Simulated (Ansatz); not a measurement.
## Formation energy and levels of the substitutional impurity Sr_B in BP (F-43m)

Aim: at which Fermi levels does Sr_B in BP (F-43m) change its charge? The model is a cell of 54 host atoms with 1 B taken out and 1 Sr put in.

Calculated with Ansatz 0.2.0; place-levels on r2SCAN runs: charge-transition levels and formation energies with image-charge correction and potential alignment at the atomic sites; PAW set soft_1.

## (1) Starting point

The cell holds 54 atoms: 26 B, 27 P and 1 Sr. Cell: a = 9.623 Å, b = 9.623 Å, c = 9.623 Å, α = 60.0°, β = 60.0°, γ = 60.0°. It derives from BP (space group F-43m). Nearest the centre at fractional (0.667, 0.333, 0.667): Sr47 at 0.00 Å, P22 at 1.96 Å, P40 at 1.96 Å, P24 at 1.96 Å, P28 at 1.96 Å, B41 at 3.21 Å, B35 at 3.21 Å, B29 at 3.21 Å.

Structure file:

```xyz
54
Lattice="0.0000 6.8046 6.8046 6.8046 0.0000 6.8046 6.8046 6.8046 0.0000" Properties=species:S:1:pos:R:3 pbc="T T T"
B     0.0000    0.0000    0.0000
P     3.4023    3.4023    3.4023
B     2.2682    2.2682    0.0000
P     5.6705    5.6705    3.4023
B     4.5364    4.5364    0.0000
P     7.9386    7.9386    3.4023
B     2.2682    0.0000    2.2682
P     5.6705    3.4023    5.6705
B     4.5364    2.2682    2.2682
P     7.9386    5.6705    5.6705
B     6.8046    4.5364    2.2682
P    10.2068    7.9386    5.6705
B     4.5364    0.0000    4.5364
P     7.9386    3.4023    7.9386
B     6.8046    2.2682    4.5364
P    10.2068    5.6705    7.9386
B     9.0727    4.5364    4.5364
P    12.4750    7.9386    7.9386
B     0.0000    2.2682    2.2682
P     3.4023    5.6705    5.6705
B     2.2682    4.5364    2.2682
P     5.6705    7.9386    5.6705
B     4.5364    6.8046    2.2682
P     7.9386   10.2068    5.6705
B     2.2682    2.2682    4.5364
P     5.6705    5.6705    7.9386
B     4.5364    4.5364    4.5364
P     7.9386    7.9386    7.9386
B     6.8046    6.8046    4.5364
P    10.2068   10.2068    7.9386
B     4.5364    2.2682    6.8046
P     7.9386    5.6705   10.2068
B     6.8046    4.5364    6.8046
P    10.2068    7.9386   10.2068
B     9.0727    6.8046    6.8046
P    12.4750   10.2068   10.2068
B     0.0000    4.5364    4.5364
P     3.4023    7.9386    7.9386
B     2.2682    6.8046    4.5364
P     5.6705   10.2068    7.9386
B     4.5364    9.0727    4.5364
P     7.9386   12.4750    7.9386
B     2.2682    4.5364    6.8046
P     5.6705    7.9386   10.2068
B     4.5364    6.8046    6.8046
P     7.9386   10.2068   10.2068
Sr    6.8046    9.0727    6.8046
P    10.2068   12.4750   10.2068
B     4.5364    4.5364    9.0727
P     7.9386    7.9386   12.4750
B     6.8046    6.8046    9.0727
P    10.2068   10.2068   12.4750
B     9.0727    9.0727    9.0727
P    12.4750   12.4750   12.4750
```

Screening for the image-charge correction: ε∞ = 9.31, ε0 = 9.42, computed on the host (DFPT, PBEsol, on the r2SCAN cell), and a cell off the functional's own equilibrium shifts the ionic part.

The cell's shortest repeat is 9.6 Å.

## (2) Charge states

Levels follow from differences of total energies between charge states, each relaxed by itself.

Each atom starts 0.05 Å or so off its site in a random direction: a symmetric start keeps its symmetry, and would miss off-centre moves and Jahn–Teller distortions. Forces are taken on a 2×2×2 shifted mesh. The cell holds 1 electron more than the neutral one, with a uniform background that keeps it neutral on the whole.

The sampling was tested on the host first: at the k-points planned (1x1x1 shifted 0.25 0.25 0.25) its energy lies 0.152 eV an atom from the dense-mesh value, so the final energies take a denser sampling.

One of the inputs; charge, spin and start change from state to state.

Input file qm1.relax/input.yaml:

```yaml
crystal:
  lattice:
    - [0.0, 2.26818541, 2.26818541]
    - [2.26818541, 0.0, 2.26818541]
    - [2.26818541, 2.26818541, 0.0]
  atoms:
    - { symbol: B, position: [0.0, 0.0, 0.0] }
    - { symbol: P, position: [0.75, 0.75, 0.75] }
  supercell: [3, 3, 3]
  defects: [{ substitution: { at: 46, symbol: Sr } }]
total_charge: -1
basis:
  ecutwfc: 500
  xc_grid: 2
hamiltonian:
  xc: r2scan
  pseudopotentials: { kind: paw, azcp: { folder: soft_1 } }
kpoints:
  mp_grid: { grid: [2, 2, 2], shift: [0.5, 0.5, 0.5] }
scf:
  occupations: { method: fixed }
  max_iter: 100
output:
  forces: true
  charged_corrections: { epsilon: 9.31, static_epsilon: 9.42 }
relax:
  f_tol: 0.02
  max_steps: 80
  random_displacement: { amplitude: 0.05, seed: 3000 }
checkpoint:
  write: "../qm1.relax.run"
  compress: false
  write_wavefunctions: true
  write_every: 100000
```

Run with:

```
$ ansatz run input.yaml --threads 4 --pin off --max-ram 7536MiB --backend cpu --events-out ev --progress --plain --runs-dir out
```

The run of this state that the levels use, under r2SCAN:

Input file qm1.point/input.yaml:

```yaml
crystal:
  checkpoint: "../qm1.relax.run"
  host: checkpoint
total_charge: -1
basis:
  ecutwfc: 500
  xc_grid: 2
hamiltonian:
  xc: r2scan
  pseudopotentials: { kind: paw, azcp: { folder: soft_1 } }
kpoints:
  mp_grid: { grid: [2, 2, 2], shift: [0.5, 0.5, 0.5] }
scf:
  occupations: { method: fixed }
  max_iter: 100
output:
  forces: true
  eigenvalues: true
  charged_corrections:
    epsilon: 9.31
    static_epsilon: 9.42
    defect_position: [0.666667, 0.333333, 0.666667]
  eigenstates: { localisation: true }
  populations: true
  band_densities: [{ bands: [v1, v1] }, { bands: [c1, c1] }]
  write_density: true
  write_potential: true
  volumetric_format: npy
  elf: true
checkpoint:
  read: "../qm1.relax.run"
  write: "../qm1.point.run"
  compress: false
  write_wavefunctions: false
  write_every: 100000
```

Relaxations under r2SCAN at a 2×2×2 shifted mesh; times on 4 threads of Arm Neoverse V2, shared host:

```tsv
charge	moment (μB)	occupations	outcome	steps	largest displacement against the far atoms (Å)	time
−1	0	fixed	converged	13	0.94	4.6 min
0	1	fixed	converged	13	0.90	15 min
+1	0	fixed	converged	13	0.81	5.2 min
+1	2	fixed	converged	17	0.73	18 min
−1	2	fixed	converged	19	0.90	19 min
```

Single points under r2SCAN at a 2×2×2 shifted mesh; times on 4 threads of Arm Neoverse V2, shared host:

```tsv
charge	moment (μB)	occupations	outcome	time
−1	0	fixed	converged	26 s
0	1	fixed	converged	52 s
+1	0	fixed	converged	26 s
+1	2	fixed	converged	67 s
−1	2	fixed	converged	52 s
```

Distances (Å) from Sr47 to the nearest atoms after relaxation with r2SCAN:

```tsv
charge	moment (μB)	1.	2.	3.	4.	5.	6.
−1	0	P 2.54	P 2.54	P 2.64	P 2.64	B 2.78	B 2.79
−1	2	P 2.49	P 2.50	P 2.64	P 2.64	B 2.77	B 2.77
0	1	P 2.51	P 2.52	P 2.60	P 2.68	B 2.71	B 2.73
+1	0	P 2.55	P 2.56	P 2.56	B 2.70	P 2.71	B 2.75
+1	2	P 2.57	P 2.57	P 2.57	P 2.70	B 2.76	B 2.76
```

## (3) place-levels, r2SCAN

A charged cell interacts with its images and the background, and its potential has another zero than the host's. place-levels removes the first by a point-charge model, screened by the static dielectric constant since the ions have relaxed around the charge, and the second by comparing potentials at atoms far from the defect.

The host is a run of the defect-free crystal in the same cutoffs, grids and k-points, so that basis and sampling errors cancel in part in the differences. The host is run in a cell of 2 atoms on a matching mesh. Its band edges are searched through the zone by a band path, so the gap is smaller than, or equal to, that on the mesh. Chemical potentials are energies per atom of B (alpha-rhombohedral (B12)) and Sr (fcc), run with the same functional and cutoff.

Input file levels.point.yaml:

```yaml
host:
  run: host.point.run
states: [qm1.point.run, q0_M1.point.run, qp1.point.run, qp1_M2.point.run, qm1_M2.point.run]
geometry_from:
  qm1.point.run: qm1.relax.run
  q0_M1.point.run: q0_M1.relax.run
  qp1.point.run: qp1.relax.run
  qp1_M2.point.run: qp1_M2.relax.run
  qm1_M2.point.run: qm1_M2.relax.run
  host.point.run: host.relax.run
chemical_potentials:
  B:
    energy: -156.554104
    dataset: <sha256 of the dataset>
  Sr:
    energy: -3555.131429
    dataset: "<sha256 of the dataset>"
epsilon: 9.31
static_epsilon: 9.42
vertical:
  - { from: qm1.point.run, to: qm1.point_neutral.run }
  - { from: qp1.point.run, to: qp1.point_neutral.run }
  - { from: qp1_M2.point.run, to: qp1_M2.point_neutral.run }
  - { from: qm1_M2.point.run, to: qm1_M2.point_neutral.run }
```

Run with:

```
$ ansatz place-levels levels.point.yaml -- --threads 4 --pin off --max-ram 7536MiB
```

Numbers of over 12 decimals in the logs are rounded to 6 here.

Output:

```text
[... repeated set-up lines and file paths are left out, and long positions are rounded to six places ...]
(+1/0) 0.467 eV above the valence edge, 0.940 eV under the conduction edge
(0/-1) 0.916 eV above the valence edge, 0.491 eV under the conduction edge
formation energy of charge +1: +7.310 eV with the Fermi level at the valence edge
formation energy of charge 0: +7.777 eV with the Fermi level at the valence edge
formation energy of charge -1: +8.693 eV with the Fermi level at the valence edge
vertical -1 to 0: no energy, since no alignment is typed
  the change from vertical[0].from (qm1.point.run) to vertical[0].to (qm1.point_neutral.run): by its potential at epsilon 9.31 it stands at 0.525 0.253 0.586, with an rms radius of about 2.9 Å (2.2 1.4 1.4 Å across the planes of the cell's vectors); [...]
vertical +1 to 0: no energy, since no alignment is typed
  the change from vertical[1].from (qp1.point.run) to vertical[1].to (qp1.point_neutral.run): by its potential at epsilon 9.31 it stands at 0.533 0.198 0.584, with an rms radius of about 3.3 Å (2.3 2.3 0.9 Å across the planes of the cell's vectors); [...]
vertical +1 to 0: no energy, since no alignment is typed
  the change from vertical[2].from (qp1_M2.point.run) to vertical[2].to (qp1_M2.point_neutral.run): by its potential at epsilon 9.31 it stands at 0.555 0.241 0.554, with an rms radius of about 3.6 Å (2.2 1.9 2.2 Å across the planes of the cell's vectors); [...]
vertical -1 to 0: no energy, since no alignment is typed
  the change from vertical[3].from (qm1_M2.point.run) to vertical[3].to (qm1_M2.point_neutral.run): by its potential at epsilon 9.31 it stands at 0.524 0.188 0.932, with an rms radius of about 4.7 Å (2.6 2.6 2.9 Å across the planes of the cell's vectors); [...]
  edges by r2scan, gap 1.407 eV; the host is sampled to repeats of 19.25 Å
  the defect's cells are sampled to repeats of 19.25 Å, like sampling
  charge +1: -28151.0873 eV with its correction of +0.558 eV, at epsilon 9.42, aligned at sites: +0.3009 eV, mean over 19 atomic sites at or beyond 4.81 Å from the defect at [0.6667, 0.3333, 0.6667], with -0.000000 for the charge's moments and without [...]
  charge 0: +0.000 eV for its dipole among its images, +0.367 omitted
  charge -1: -28131.2457 eV with its correction of -0.187 eV, at epsilon 9.42, aligned at sites: +0.4449 eV, mean over 19 atomic sites at or beyond 4.81 Å from the defect at [0.6667, 0.3333, 0.6667], with +0.000000 for the charge's moments and without [...]
  charge +1: states[3] (qp1_M2.point.run) stands 0.205 eV higher, with a moment of 2.00 μB against 0.00
  charge -1: states[4] (qm1_M2.point.run) stands 1.068 eV higher, with a moment of 2.00 μB against 0.00
  of states[2] (qp1.point.run): it parts from the run at its places by a charge that spreads by about 2.3 Å along one vector (1.4 Å or more is wide), by its potential at epsilon 9.31, taken for that of held ions (one typed too small widens it), where the cell [...]
  of states[1] (q0_M1.point.run): the far atoms show a dipole or second moment of the defect's charge, for which the correction takes or leaves out 0.367 eV: further moments aren't read, and the relaxed atoms' own pattern can pass for one, so compare a larger [...]
  of states[0] (qm1.point.run): it parts from the run at its places by a charge that spreads by about 2.2 Å along one vector (1.4 Å or more is wide), by its potential at epsilon 9.31, taken for that of held ions (one typed too small widens it), where the cell [...]
  of states[3] (qp1_M2.point.run): it parts from the run at its places by a charge that spreads by about 2.2 Å along one vector (1.4 Å or more is wide), by its potential at epsilon 9.31, taken for that of held ions (one typed too small widens it), where the [...]
  of states[4] (qm1_M2.point.run): it parts from the run at its places by a charge that spreads by about 2.9 Å along one vector (1.4 Å or more is wide), by its potential at epsilon 9.31, taken for that of held ions (one typed too small widens it), where the [...]
  of vertical[0].from (qm1.point.run): it parts from the run at its places by a charge that spreads by about 2.2 Å along one vector (1.4 Å or more is wide), by its potential at epsilon 9.31, taken for that of held ions (one typed too small widens it), where [...]
  of vertical[0].to (qm1.point_neutral.run): band_overlap_at_count; stability_check_not_made
  of vertical[1].from (qp1.point.run): it parts from the run at its places by a charge that spreads by about 2.3 Å along one vector (1.4 Å or more is wide), by its potential at epsilon 9.31, taken for that of held ions (one typed too small widens it), where [...]
  of vertical[1].to (qp1.point_neutral.run): stability_check_not_made
  of vertical[2].from (qp1_M2.point.run): its moments are held at its close (magnetization.spin_locking), by a field of 0.013 eV a Bohr magneton, and its energy and levels are of the state that this holds: a run that lets them go can end lower; [...]
  of vertical[2].to (qp1_M2.point_neutral.run): stability_check_not_made
  of vertical[3].from (qm1_M2.point.run): its moments are held at its close (magnetization.spin_locking), by a field of 0.504 eV a Bohr magneton, and its energy and levels are of the state that this holds: a run that lets them go can end lower; [...]
  of vertical[3].to (qm1_M2.point_neutral.run): stability_check_not_made
```

The job ended after 0.48 s (4 threads of Arm Neoverse V2, shared host).

Levels between the charges placed, in eV above the valence top:

```tsv
	gap (eV)	(+1/0)	(0/−1)
r2SCAN	1.41	0.47	0.92
```

Corrections by state:

```tsv
charge	moment (μB)	image terms and alignment (eV)	band filling (eV)	ε used	over the lowest of its charge, as the program ranks them, band filling apart (eV)
+1	0.0	0.558	-	9.42	0.000
0	1.0	0.000	-	-	0.000
−1	0.0	-0.187	-	9.42	0.000
+1	2.0	0.569	-	9.42	0.205
−1	2.0	-0.189	-	9.42	1.068
```

The charged structures listed were also run neutral, and place-levels reads from each pair, by the potential or the spins, how wide the charge is by which they differ; that can be the carrier of either run.

```tsv
charge	rms radius (Å)	spread where it is widest against the cell (Å)	wide from (Å)	reading
+1	3.3	2.27	1.36	wide
−1	2.9	2.16	1.36	wide
```

The neutral runs of these pairs need not share the spin of the lowest neutral state, and very wide values only mean spread over the cell.

From the program's caveats on the states, each cut to its opening words:

- charge +1: it parts from the run at its places by a charge that spreads by about 2.3 Å along one vector (1.4 Å or more is wide), by its potential at epsilon 9.31, taken [...]
- charge +1: its alignment with the host at atomic sites is doubtful: the mean over the far sites moves by -0.1039 eV from their farther parts to their nearer, more than [...]
- charge +1: the far atoms show a dipole or second moment of the defect's charge, for which the correction takes or leaves out 0.467 eV: further moments aren't read, and [...]
- charge 0 (1 μB): the far atoms show a dipole or second moment of the defect's charge, for which the correction takes or leaves out 0.367 eV: further moments aren't read, and [...]
- charge 0 (1 μB), +1 (2 μB), −1 (2 μB): flagged: stability check not made
- charge −1, +1 (2 μB): it parts from the run at its places by a charge that spreads by about 2.2 Å along one vector (1.4 Å or more is wide), by its potential at epsilon 9.31, taken [...]
- charge −1: its alignment with the host at atomic sites is doubtful: the mean over the far sites moves by +0.1481 eV from their farther parts to their nearer, more than [...]
- charge +1 (2 μB): its alignment with the host at atomic sites is doubtful: the mean over the far sites moves by -0.1002 eV from their farther parts to their nearer, more than [...]
- charge +1 (2 μB): the far atoms show a dipole or second moment of the defect's charge, for which the correction takes or leaves out 0.331 eV: further moments aren't read, and [...]
- charge +1 (2 μB): its moments are held at its close (magnetization.spin_locking), by a field of 0.013 eV a Bohr magneton, and its energy and levels are of the state that this [...]
- charge −1 (2 μB): it parts from the run at its places by a charge that spreads by about 2.9 Å along one vector (1.4 Å or more is wide), by its potential at epsilon 9.31, taken [...]
- charge −1 (2 μB): the far atoms show a dipole or second moment of the defect's charge, for which the correction takes or leaves out 0.414 eV: further moments aren't read, and [...]
- charge −1 (2 μB): its moments are held at its close (magnetization.spin_locking), by a field of 0.504 eV a Bohr magneton, and its energy and levels are of the state that this [...]
- charge −1 (2 μB): filled levels lie above empty ones at the fixed electron count

Chemical potentials of the elements' reference phases, run alike. Formation energy by charge state (elemental references; gap 1.41 eV):

```tsv
charge	at valence top (eV)	at conduction bottom (eV)	correction included (eV)
+1	7.31	8.72	0.56
0	7.78	7.78	0.00
−1	8.69	7.29	-0.19
```

Fermi level (eV), lowest formation energy (eV) and a bar from the least value:
```
     0.00       7.31 ##
     0.13       7.44 #########
     0.26       7.57 #################
     0.38       7.69 #########################
     0.51       7.78 ##############################
     0.64       7.78 ##############################
     0.77       7.78 ##############################
     0.90       7.78 ##############################
     1.02       7.67 #######################
     1.15       7.54 ################
     1.28       7.41 ########
     1.41       7.29
```

## (4) Summary of results

```
gap of the host                                                             : 1.41 eV (r2SCAN)
level (plus 1/0)                                                            : 0.47 eV above the valence top
level (0/minus 1)                                                           : 0.92 eV above the valence top
lowest of the charges placed, just above the valence top (0.02 eV)          : +1
lowest of the charges placed, just below the conduction bottom (0.02 eV)    : −1
lowest formation energy at mid-gap of the charges run, elemental references : 7.78 eV
```

**Reading.** Of the charges placed (−1, 0 and +1), the lowest changes at 0.47 eV (+1/0) and 0.92 eV (0/−1) above the valence top, in a gap of 1.41 eV. (+1/0) lies nearer to a band edge than the share of the finite-size correction in it (0.56 eV), and that correction holds for a localised charge alone. Charges above +1 and below −1 were not placed, so these runs say nothing of levels that involve them. States placed: +1 at 0 μB and 2 μB; 0 at 1 μB; −1 at 0 μB and 2 μB. Other spin states or structures, where not listed, weren't placed. Sr is taken at its element; compounds, which aren't counted here, bound the chemical potentials and would shift these formation energies. The program doubts the alignment of potentials for at least one state, a sign that the cell is small. What this leaves open: r2SCAN makes the gap too small and tends to spread out bound carriers.

[Logs are printed without paths, hosts, clocks, repeated set-up lines and the standing remarks that a program may print on its own settings, such as how far it seeks lower states.]

[Hosts, paths, dates, database ids (printed as entryN), source tags and the programs' standing remarks are cut or masked in the printed files.]

[Where a table of states has a column of steps, it counts the stored structures, which are thinned; the runs took as many ionic steps or more.]

[A defect's name tells the site on which it was built; relaxed atoms can leave that site.]

[For some hosts the program warned that the k-mesh of the response run may be too coarse for force constants and the static dielectric constant; such warnings are not shown here.]
